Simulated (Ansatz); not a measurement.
# One crystal, many levels of theory: SnWO4 (Pnna), part 2 of 2

Aim: the gap of SnWO4 (Pnna) at several levels of theory on one structure, with the time that each takes.

Ansatz 0.2.0; density functionals, hybrids and G0W0, plane waves, PAW. Known limits of the many-body steps: finite bands, screening cutoff and k mesh; no spin-orbit coupling in G0W0; screening cutoff under 40 eV in some runs.

So far. Step 5 (HSE06 on the 4×2×4 mesh): Over mesh and listed points the gap is 2.078 eV, from k = (0.000, 0.000, 0.250) to k = Γ. The least direct gap found is 2.134 eV, at k = (0.000, 0.400, 0.000). HSE06 against LDA: 2.078 − 1.351 = +0.727 eV. The runs also differ in mesh (4×2×6 and 4×2×4), so how much of this comes from the functional alone is not known. Step 6 (PBE0 on the 4×2×4 mesh): Over mesh and listed points the gap is 2.792 eV, from k = (0.000, 0.000, 0.250) to k = Γ.

In doubt: masses and optical values from hybrid runs of this build are listed as unsure (step 8), which bears on the screening that GW takes from such a start.

### 7. G0W0@r2SCAN, 2×2×4 mesh, 977 empty bands, screening to 120 eV

G0W0 replaces the xc potential by a self-energy built once from the orbitals of the start. Levels are corrected in the window of bands that the input names, at points of the mesh.

This step: G0W0 on r2SCAN, plane waves, PAW.

input.yaml

```yaml
crystal:
  lattice:
    - [5.627, 0.0, 0.0]
    - [0.0, 11.6486, 0.0]
    - [0.0, 0.0, 4.9973]
  atoms:
    - { symbol: Sn, position: [0.25, 0.0, 0.2196] }
    - { symbol: Sn, position: [0.25, 0.5, 0.2804] }
    - { symbol: Sn, position: [0.75, 0.0, 0.7804] }
    - { symbol: Sn, position: [0.75, 0.5, 0.7196] }
    - { symbol: W, position: [0.6677, 0.25, 0.25] }
    - { symbol: W, position: [0.8323, 0.75, 0.25] }
    - { symbol: W, position: [0.3323, 0.75, 0.75] }
    - { symbol: W, position: [0.1677, 0.25, 0.75] }
    - { symbol: O, position: [0.3765, 0.2987, 0.9988] }
    - { symbol: O, position: [0.1235, 0.7013, 0.9988] }
    - { symbol: O, position: [0.3765, 0.2013, 0.5012] }
    - { symbol: O, position: [0.1235, 0.7987, 0.5012] }
    - { symbol: O, position: [0.6235, 0.7013, 0.0012] }
    - { symbol: O, position: [0.8765, 0.2987, 0.0012] }
    - { symbol: O, position: [0.6235, 0.7987, 0.4988] }
    - { symbol: O, position: [0.8765, 0.2013, 0.4988] }
    - { symbol: O, position: [0.1019, 0.3961, 0.6037] }
    - { symbol: O, position: [0.3981, 0.6039, 0.6037] }
    - { symbol: O, position: [0.1019, 0.1039, 0.8963] }
    - { symbol: O, position: [0.3981, 0.8961, 0.8963] }
    - { symbol: O, position: [0.8981, 0.6039, 0.3963] }
    - { symbol: O, position: [0.6019, 0.3961, 0.3963] }
    - { symbol: O, position: [0.8981, 0.8961, 0.1037] }
    - { symbol: O, position: [0.6019, 0.1039, 0.1037] }
kpoints:
  mp_grid: { grid: [2, 2, 4] }
hamiltonian:
  xc: r2scan
scf:
  occupations: { method: fixed }
gw:
  n_empty_bands: 977
  ecut_chi: 120.0
  qp_bands: [v4, c4]
  qp_kpoints: band_edges
  screening: { model: contour_deformation }
```

Run with:

```bash
$ ansatz run input.yaml --threads 24 --pin off --max-ram 82944MiB --backend cuda --events-out ev --progress --plain --runs-dir out --devices 1 --max-vram 78GiB
```

Numbers of over 12 decimals in the logs are rounded to 6 here.

Log:

```text
GPUs: using 1 of 1 available (devices: 1).
[...]
Crystal: 24 atoms, lattice volume = 327.556 Å³
Basis set: ecut = 500 eV, 8317 PW (Γ), exchange–correlation on 180×360×160 points (64 copies of the dense FFT grid, shifted against one another)
Bands: 128, of which v1, the nominal top of the filled ones, is band 104 counted from 1 (103 counted from 0)
Symmetry: 8 space group operations
[...]
k-points: 12 of 16
[...]
4   106     10.6153   -15.6681    -4.3067   -20.7739  0.7651    11.4276    11.4143  root
     4   107     11.3047   -15.8024    -4.1792   -20.7617  0.7586    12.0987    12.0848  root
[...]
11   105     10.9976   -15.8297    -4.1817   -20.7897  0.7642    11.7882    11.7759  root
    11   106     10.9976   -15.8297    -4.1817   -20.7897  0.7642    11.7882    11.7759  root
    11   107     11.2893   -16.3215    -4.1197   -21.2782  0.7548    12.1431    12.1263  root
    11   108     11.2893   -16.3215    -4.1197   -21.2782  0.7548    12.1431    12.1263  root
[key lines of the parts left out:]
SCF converged after 9 iterations
```

Elapsed: 62 s, on 1 × NVIDIA GB200 (shared by 2 runs) with 24 threads of Arm Neoverse V2, shared host; peak memory 6.8 GiB.

Numbers from this step:

```
bands summed                                    : 1081
RPA ε∞ on this mesh (eigenvalues)               : 5.571, 5.779, 6.803
plane waves in the screening matrix             : 995
G0W0 gap over the corrected points              : 2.586 eV
k of the valence top                            : 0, 0, 0.25
k of the conduction bottom                      : 0, 0, 0
starting gap on the mesh                        : 1.507 eV
Z at the valence top                            : 0.7689
Z at the conduction bottom                      : 0.7655
least direct G0W0 gap over the corrected points : 2.645 eV
```

Over 11 of 12 irreducible mesh points the G0W0 gap is 2.586 eV, from k = (0.000, 0.000, 0.250) to k = Γ. The r2SCAN gap of this run on the mesh is 1.507 eV. The two states that bound the G0W0 gap lie that far apart at the start, so the correction of the gap is 2.586 − 1.507 = +1.079 eV.

### 8. G0W0@HSE06, 2×2×4 mesh, 454 empty bands, screening to 72 eV

This step: G0W0 on HSE06, plane waves, PAW.

input.yaml: that of step 7 with these lines changed.

```diff
@@ -33,3 +33,3 @@
 hamiltonian:
-  xc: r2scan
+  xc: hse06
 scf:
@@ -37,4 +37,4 @@
 gw:
-  n_empty_bands: 977
-  ecut_chi: 120.0
+  n_empty_bands: 454
+  ecut_chi: 72
   qp_bands: [v4, c4]
```

Log:

```text
GPUs: using 1 of 1 available (devices: 1).
[...]
Crystal: 24 atoms, lattice volume = 327.556 Å³
Basis set: ecut = 420 eV, 6429 PW (Γ)
Bands: 128, of which v1, the nominal top of the filled ones, is band 104 counted from 1 (103 counted from 0)
Symmetry: 8 space group operations
[...]
k-points: 12 of 16
[...]
3   106     10.7475   -15.1302    -3.8625   -19.7861  0.7940    11.5500    11.5409  root *
     3   107     11.5030   -15.6000    -3.6631   -20.0672  0.7903    12.3167    12.3072  root *
     3   108     11.5030   -15.6000    -3.6631   -20.0672  0.7903    12.3167    12.3072  root *
[...]
11   105     11.2976   -15.3019    -3.8049   -19.8853  0.7941    12.0847    12.0760  root
    11   106     11.2976   -15.3019    -3.8049   -19.8853  0.7941    12.0847    12.0760  root
    11   107     11.6156   -15.8256    -3.7344   -20.3933  0.7864    12.4600    12.4488  root
    11   108     11.6156   -15.8256    -3.7344   -20.3933  0.7864    12.4600    12.4488  root
```

Elapsed: 63 s, on 1 × NVIDIA GB200 (shared by 2 runs) with 24 threads; peak memory 4.1 GiB.

This step gave:

```
bands summed                                    : 558
RPA ε∞ on this mesh (eigenvalues)               : 4.802, 4.994, 5.743
plane waves in the screening matrix             : 461
G0W0 gap over the corrected points              : 2.774 eV
k of the valence top                            : 0, 0, 0.25
k of the conduction bottom                      : 0, 0, 0
starting gap on the mesh                        : 2.084 eV
Z at the valence top                            : 0.7966
Z at the conduction bottom                      : 0.7946
least direct G0W0 gap over the corrected points : 2.840 eV
```

Over 9 of 12 irreducible mesh points the G0W0 gap is 2.774 eV, from k = (0.000, 0.000, 0.250) to k = Γ. The HSE06 gap of this run on the mesh is 2.084 eV. The two states that bound the G0W0 gap lie that far apart at the start, so the correction of the gap is 2.774 − 2.084 = +0.690 eV. G0W0@HSE06 against G0W0@r2SCAN with 558 bands (a further run, in the table below): 2.774 − 2.588 = +0.186 eV. The runs also differ in plane-wave cutoff (500 eV and 420 eV), so how much of this comes from the start alone is not known. The program's warnings for this run: eigensolver not converged.

### 9. G0W0@LDA, 2×2×4 mesh, 454 empty bands, screening to 72 eV

This step: G0W0 on LDA, plane waves, PAW.

input.yaml: that of step 8 with these lines changed.

```diff
@@ -33,3 +33,3 @@
 hamiltonian:
-  xc: hse06
+  xc: lda
 scf:
```

Log:

```text
GPUs: using 1 of 1 available (devices: 1).
[...]
Crystal: 24 atoms, lattice volume = 327.556 Å³
Basis set: ecut = 420 eV, 6429 PW (Γ)
Bands: 128, of which v1, the nominal top of the filled ones, is band 104 counted from 1 (103 counted from 0)
Symmetry: 8 space group operations
[...]
k-points: 12 of 16
[...]
4   106     10.2209   -15.5728    -4.0903   -20.9212  0.7613    11.5228    11.4790  root
     4   107     10.9231   -15.5920    -3.9585   -20.7680  0.7561    12.1841    12.1406  root
[...]
11   105     10.6035   -15.6743    -3.9527   -20.8635  0.7614    11.8800    11.8401  root
    11   106     10.6035   -15.6743    -3.9527   -20.8635  0.7614    11.8800    11.8401  root
    11   107     10.9240   -16.2565    -3.8858   -21.3956  0.7505    12.2252    12.1772  root
    11   108     10.9240   -16.2565    -3.8858   -21.3956  0.7505    12.2252    12.1772  root
[key lines of the parts left out:]
SCF converged after 8 iterations
```

Wall time 14 s (1 × NVIDIA GB200 (shared by 2 runs) with 24 threads); peak memory 2.6 GiB; 42 s of CPU time.

Numbers from this step:

| Property | Result |
| --- | --- |
| bands summed | 558 |
| RPA ε∞ on this mesh (eigenvalues) | 6.447, 6.623, 7.909 |
| plane waves in the screening matrix | 461 |
| G0W0 gap over the corrected points | 2.479 eV |
| k of the valence top | 0, 0, 0.25 |
| k of the conduction bottom | 0, 0, 0 |
| starting gap on the mesh | 1.353 eV |
| Z at the valence top | 0.7601 |
| Z at the conduction bottom | 0.7614 |
| least direct G0W0 gap over the corrected points | 2.539 eV |

Over 11 of 12 irreducible mesh points the G0W0 gap is 2.479 eV, from k = (0.000, 0.000, 0.250) to k = Γ. The LDA gap of this run on the mesh is 1.353 eV. The two states that bound the G0W0 gap lie that far apart at the start, so the correction of the gap is 2.479 − 1.353 = +1.126 eV. G0W0@LDA against G0W0@HSE06 with 558 bands: 2.479 − 2.774 = −0.295 eV, with the same mesh, files and cutoffs, and both edges at the same k points.

### 10. Gap and time by level

Each gap is the least one over the points named; times are wall times on shared hosts, not benchmarks. A G0W0 time includes the run's own self-consistent start. Runs with listed points see these and the mesh alone, so an edge that moves elsewhere is missed. Rows marked * are further runs, not shown as steps, whose inputs differ from the G0W0 step on the same start in the columns given; solver thresholds can differ too.

```csv
level,mesh,"files, cutoff","bands summed, screening",points,gap (eV),valence top,conduction bottom,least direct gap (eV),time
LDA,4×2×6,"soft_2 PAW, 420 eV",-,mesh and listed points,1.351,"(0.000, 0.000, 0.250)",Γ,1.417,1.9 s
r2SCAN,4×2×6,"soft_2 PAW, 500 eV",-,mesh and path,1.505,"(0.000, 0.000, 0.250)",Γ,1.561,6.3 s
r2SCAN+SOC,4×2×6,"soft_2 PAW, 500 eV",-,mesh and listed points,1.470,"(0.000, 0.000, 0.250)","(0.000, -0.500, 0.167)",1.493,8.3 s
HSE06,4×2×4,"soft_2 PAW, 420 eV",-,mesh and listed points,2.078,"(0.000, 0.000, 0.250)",Γ,2.134,40 s
PBE0,4×2×4,"soft_2 PAW, 420 eV",-,mesh and listed points,2.792,"(0.000, 0.000, 0.250)",Γ,2.847,35 s
G0W0@r2SCAN*,2×2×4,"soft_2 PAW, 500 eV","264, 36 eV",11 of 12 irreducible mesh points,2.564,"(0.000, 0.000, 0.250)",Γ,2.618,17 s
G0W0@r2SCAN*,2×2×4,"soft_2 PAW, 500 eV","558, 72 eV",11 of 12 irreducible mesh points,2.588,"(0.000, 0.000, 0.250)",Γ,2.650,22 s
G0W0@r2SCAN,2×2×4,"soft_2 PAW, 500 eV","1081, 120 eV",11 of 12 irreducible mesh points,2.586,"(0.000, 0.000, 0.250)",Γ,2.645,62 s
G0W0@r2SCAN*,2×2×2,"soft_2 PAW, 500 eV","558, 72 eV",all 8 irreducible mesh points,2.634,"(0.000, -0.500, 0.000)",Γ,2.657,8.6 s
G0W0@HSE06,2×2×4,"soft_2 PAW, 420 eV","558, 72 eV",9 of 12 irreducible mesh points,2.774,"(0.000, 0.000, 0.250)",Γ,2.840,63 s
G0W0@LDA,2×2×4,"soft_2 PAW, 420 eV","558, 72 eV",11 of 12 irreducible mesh points,2.479,"(0.000, 0.000, 0.250)",Γ,2.539,14 s
```

### 11. Outcome

- LDA, over mesh and listed points: 1.351 eV
- r2SCAN, over mesh and path: 1.505 eV
- r2SCAN+SOC, over mesh and listed points: 1.470 eV
- HSE06, over mesh and listed points: 2.078 eV
- PBE0, over mesh and listed points: 2.792 eV
- G0W0@r2SCAN (1081 bands, 2×2×4), over 11 of 12 irreducible mesh points: 2.586 eV
- G0W0@HSE06, over 9 of 12 irreducible mesh points: 2.774 eV
- G0W0@LDA, over 11 of 12 irreducible mesh points: 2.479 eV
- known limits: finite bands, screening cutoff and k mesh; no spin-orbit coupling in G0W0; screening cutoff under 40 eV in some runs

**Reading.** The rows run from 1.351 eV (LDA) to 2.792 eV (PBE0). They differ in mesh, plane-wave cutoff, bands and screening cutoff of G0W0 and the points over which the gap was sought as well as in level, so only pairs that share these are like for like. PBE0 against HSE06: 2.792 − 2.078 = +0.714 eV, with the same mesh, files and cutoff, and both edges at the same k points. G0W0@LDA against G0W0@HSE06 with 558 bands: 2.479 − 2.774 = −0.295 eV, with the same mesh, files and cutoffs, and both edges at the same k points. G0W0@r2SCAN (1081 bands, 2×2×4) moves the gap of its own start on the mesh by 2.586 − 1.507 = +1.079 eV, between the same two levels. Both edges that r2SCAN shows over mesh and path lie at k points where levels were corrected. Levels at other points were not corrected, so a lower G0W0 gap elsewhere in the zone is not ruled out. G0W0@HSE06 moves the gap of its own start on the mesh by 2.774 − 2.084 = +0.690 eV, between the same two levels. Both edges that HSE06 shows over mesh and listed points lie at k points where levels were corrected. Levels at other points were not corrected, so a lower G0W0 gap elsewhere in the zone is not ruled out. G0W0@LDA moves the gap of its own start on the mesh by 2.479 − 1.353 = +1.126 eV, between the same two levels. Both edges that LDA shows over mesh and listed points lie at k points where levels were corrected. Levels at other points were not corrected, so a lower G0W0 gap elsewhere in the zone is not ruled out. What spin-orbit coupling does to the G0W0 levels was not computed, so no sum with the G0W0 gap is formed. For G0W0@r2SCAN: from 264 bands and 36 eV to 1081 bands and 120 eV the gap moves by 2.586 − 2.564 = +0.022 eV (rung by rung 2.564, 2.588, 2.586 eV); bands and screening cutoff rise together, so their parts are not told apart. The gap turns back along the series (2.564, 2.588, 2.586 eV), so no line is drawn and the limit is not known. The other G0W0 rows are shown at one basis each (558 bands), so their distance from the limit is not known here. With the 2×2×2 mesh in place of the 2×2×4 mesh and all else as in the G0W0@r2SCAN row with 558 bands, the gap differs by 2.634 − 2.588 = +0.046 eV, and that of the start by 1.548 − 1.507 = +0.041 eV; an edge lies at another k point, so this need not be the shift of one pair of states. For G0W0@HSE06: the program's warnings for this run: eigensolver not converged. The G0W0 runs are scalar-relativistic. G0W0@r2SCAN runs of this series with other atomic data on the same mesh, not shown as steps, give 2.620 eV (hard PAW, 1050 eV, 602 bands, screening to 72 eV; the table's row with the same empty bands and screening cutoff has 2.588 eV); where bands and cutoffs differ too, the part of the files is not isolated. A screening cutoff under 40 eV is crude: G0W0@r2SCAN with 264 bands at 36 eV.

[Paths, hosts, dates, memory and timing lines, banners, echoed tables and standing remarks are left out of the program output.]

[Logs are printed without paths, hosts, clocks, repeated set-up lines and the standing remarks that a program may print on its own settings, such as how far it seeks lower states.]

[Runs of the session that timed out or met a known fault of the program may be left out.]

[Cells called generated may have been cut or substituted from an entry of the Crystallography Open Database or the Materials Project.]

[Hosts, paths, dates, database ids (printed as entryN), source tags and the programs' standing remarks are cut or masked in the printed files.]

[Where an RPA ε∞ is given, it is that of the G0W0 mesh and is not shown converged in it. Names of k-points follow the symmetry that the program found, which can be lower than the space group named. Band edges on a path are those of the sampled points; other points can move an edge, and change direct to indirect where valleys lie close.]

[Hybrid gaps are those of their k-mesh and are not shown converged in it.]
